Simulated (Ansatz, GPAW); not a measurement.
# Cutoff, mesh and smearing for a 12-layer slab of Ta(111), part 3 of 3

How do cutoff, mesh, smearing and the dipole layer change the work function of a 12-layer slab of Ta(111)?

GPAW 26.7.0 and Ansatz 0.2.0; Ansatz plane waves; slab in vacuum with a dipole correction, relaxation (the session's first sound run).

So far, upper work function (eV): step 2 (relaxation, PBE) 3.85; step 3 (the slab's potential, PBE, GPAW) 3.84; step 6 (cutoff 700: ecut = 700, PBE, GPAW) 3.84; step 9 (K mesh 12×12: kpts = [12, 12], PBE, GPAW) 3.84.

## Step 10: Scheme Methfessel-Paxton of order 0 (Gaussian), smearing 0.1 (continued)

Level of this step: GPAW, PAW setups; slab in vacuum (GPAW).

Table of electrostatic potential energy of an electron (without an applied field's), less the Fermi level, planar mean by z:

```csv
z (Å),"electrostatic potential energy of an electron (without an applied field's), less the Fermi level, planar mean (eV)"
0,3.66
1,3.49
2,3.49
3,3.49
4,3.49
5,3.49
6,3.46
7,3.21
8,0.969
9,-10.5
10,-12.3
11,-12.3
12,-12.1
13,-12.1
14,-11.2
15,-12.0
16,-12.2
17,-9.46
18,-14.0
19,-14.4
20,-0.973
21,3.32
22,3.77
23,3.82
24,3.82
25,3.82
26,3.82
27,3.82
28,3.82
```

The upper face's work function is 3.825 eV, against 3.841 eV in the first plane-wave PBE run at this geometry.

## Step 11: The ladder

Times are for 1 thread of Arm Neoverse N1, shared host. The runs compared:

```csv
no.,run,upper work function (eV),lower work function (eV),time,memory (GiB)
1,pw,3.841,3.525,28 min,0.55
2,cutoff 700,3.841,3.525,66 min,1.0
3,k mesh 12×12,3.839,3.526,52 min,0.73
4,"scheme Methfessel-Paxton of order 0 (Gaussian), smearing 0.1",3.825,3.493,26 min,0.55
```

## Step 12: Without the dipole layer

The dipole layer is taken out and the cell repeats along the normal.

File run.py:

```python
import json
import numpy as np
from ase import Atoms
from gpaw import GPAW, PW

slab = Atoms(
    ['Ta', 'Ta', 'Ta', 'Ta', 'Ta', 'Ta', 'Ta', 'Ta', 'Ta', 'Ta', 'Ta', 'Ta'],
    positions=[
        [2.34052, 1.35130, 9.00000],
        [4.68105, 2.70260, 9.95551],
        [0.00000, 0.00000, 10.91103],
        [2.34052, 1.35130, 11.86654],
        [4.68105, 2.70260, 12.82206],
        [-0.00000, 0.00000, 13.76263],
        [2.34052, 1.35130, 14.77330],
        [4.68105, 2.70260, 15.69727],
        [-0.00000, 0.00000, 16.60009],
        [2.34052, 1.35130, 17.72258],
        [4.68105, 2.70260, 18.50591],
        [-0.00000, 0.00000, 19.23892]],
    cell=[[4.68105, 0.0, 0.0], [2.34052, 4.05391, 0.0], [0.0, 0.0, 28.51066]],
    pbc=[True, True, True])

slab.calc = GPAW(mode=PW(400), xc='PBE', kpts={'size': (8, 8, 1), 'gamma': True},
                 occupations={'name': 'fermi-dirac', 'width': 0.1}, nbands='160%',
                 convergence={'density': 1e-05}, maxiter=200,
                 symmetry={'tolerance': 1e-3}, txt='slab.txt')
result = {}
energy = slab.get_potential_energy()
fermi = slab.calc.get_fermi_level()
v = slab.calc.get_electrostatic_potential().mean((0, 1)) - fermi
n = slab.calc.get_pseudo_density().mean((0, 1))
L = slab.cell[2, 2]
z = np.arange(len(v)) * L / len(v)
low, high = slab.positions[:, 2].min(), slab.positions[:, 2].max()
below, above = np.interp([low - 6.8, high + 6.8], z, v)
slopes = [np.interp(x, z, np.gradient(v, z)) for x in (low - 6.8, high + 6.8)]
eps = np.array([[slab.calc.get_eigenvalues(k, s) for k in range(len(slab.calc.get_ibz_k_points()))]
                for s in range(slab.calc.get_number_of_spins())]) - fermi
top, bottom = eps[eps < 0].max(), eps[eps > 0].min()
dipole = slab.get_dipole_moment()[2]
print(f'energy {energy:.4f} eV, Fermi level {fermi:.4f} eV, dipole {dipole:.5f} e A')
print(f'potential 6.8 A off the faces, from the Fermi level: lower {below:.4f} eV, upper {above:.4f} eV')
print(f'slope of the potential there: lower {slopes[0]:.5f}, upper {slopes[1]:.5f} eV/A')
print(f'nearest levels on the mesh: {top:.4f} and {bottom:.4f} eV')
print('magnetic moment', round(slab.get_magnetic_moment(), 3))
result.update(energy=energy, fermi=fermi, dipole=dipole, below=below, above=above, slopes=slopes, edges=[top, bottom],
              z=z.tolist(), v=v.tolist(), n=n.tolist(), positions=slab.positions.tolist(),
              forces=slab.get_forces(apply_constraint=False).tolist(), moments=slab.get_magnetic_moments().tolist())
json.dump(result, open('result.json', 'w'))
```

Run with:

```
$ OMP_NUM_THREADS=1 OPENBLAS_NUM_THREADS=1 python run.py
```

What it wrote:

```text
energy -111.4170 eV, Fermi level 2.6334 eV, dipole -0.06536 e A
potential 6.8 A off the faces, from the Fermi level: lower 3.6321 eV, upper 3.7337 eV
slope of the potential there: lower -0.02177, upper -0.02174 eV/A
nearest levels on the mesh: -0.0032 and 0.0119 eV
magnetic moment 0.0
```

It took 21 min on 1 thread of Arm Neoverse N1, shared host; peak memory 0.55 GiB.

The run finished. A setting was moved off its sound value on purpose, so it serves as a test and not as the result.

The fault put into the input: no dipole layer on a slab with a dipole, so the vacuum potential tilts and no work function is defined (dipole = false and pbc_z = true).

Side by side:

| quantity | this run | sound run | difference |
| --- | --- | --- | --- |
| dipole along the normal (e·Å) | -0.065356 | -0.033383 | -0.0320 |

The two runs differ clearly in the dipole along the normal: -0.0654 e·Å against -0.0334 e·Å.

## Step 13: Side by side

Results and costs are gathered.

This step: comparison of work functions, dipole and cost (GPAW 26.7.0).

Ladder, by row:

```
   step  code  work function, upper (eV)  work function, lower (eV)  dipole (e Å)  wall time (s)  peak memory (GiB)  threads
     pw  GPAW                      3.841                      3.525      -0.03338           1706               0.55        1
ecut200  GPAW                      3.854                      3.539      -0.03331          485.3               0.27        1
ecut300  GPAW                      3.844                      3.528      -0.03343          925.3               0.39        1
ecut700  GPAW                      3.841                      3.525      -0.03337           3977               1.04        1
     k3  GPAW                      3.897                      3.565      -0.03507          519.1               0.41        1
     k5  GPAW                      3.841                      3.518      -0.03416          829.8               0.45        1
    k12  GPAW                      3.839                      3.526      -0.03317           3112               0.73        1
  smear  GPAW                      3.825                      3.493      -0.03509           1562               0.55        1
  nodip  GPAW                          -                          -      -0.06536           1242               0.55        1
```

## Step 14: What came out

- work function, upper and lower face: 3.841 and 3.525 eV
- dipole along the normal: -0.0334 e Å

With plane waves and PBE the work function is 3.84 eV on the upper face and 3.53 eV on the lower. The two faces differ by 0.32 eV, the step that the slab's dipole makes (e p/(ε0 A) gives 0.32 eV), so the dipole layer is needed. The lowest atoms were held at bulk positions, which alone makes the faces unlike. The measured value for this face is 3.5 eV (as compiled in "Anisotropic work function of elemental crystals", 2019, arxiv:1902.07811); the relaxed upper face lies 0.34 eV over it with PBE. Measured work functions scatter by a tenth of an eV or more between methods. The other smearing (Gaussian of 0.1 eV in place of Fermi-Dirac of 0.1) moves the two faces by -0.016 and -0.032 eV on the same mesh; a mesh is converged only for its smearing. Over the sound runs of the table the upper face's work function spans 3.825 (smear) to 3.841 eV (pw). The in-plane lattice was kept as typed, which isn't the functional's own and leaves some strain; spin-orbit coupling and temperature are left out.

[Logs are printed without paths, hosts, clocks, repeated set-up lines and the standing remarks that a program may print on its own settings, such as how far it seeks lower states.]

[Hosts, paths, dates, database ids (printed as entryN), source tags and the programs' standing remarks are cut or masked in the printed files.]
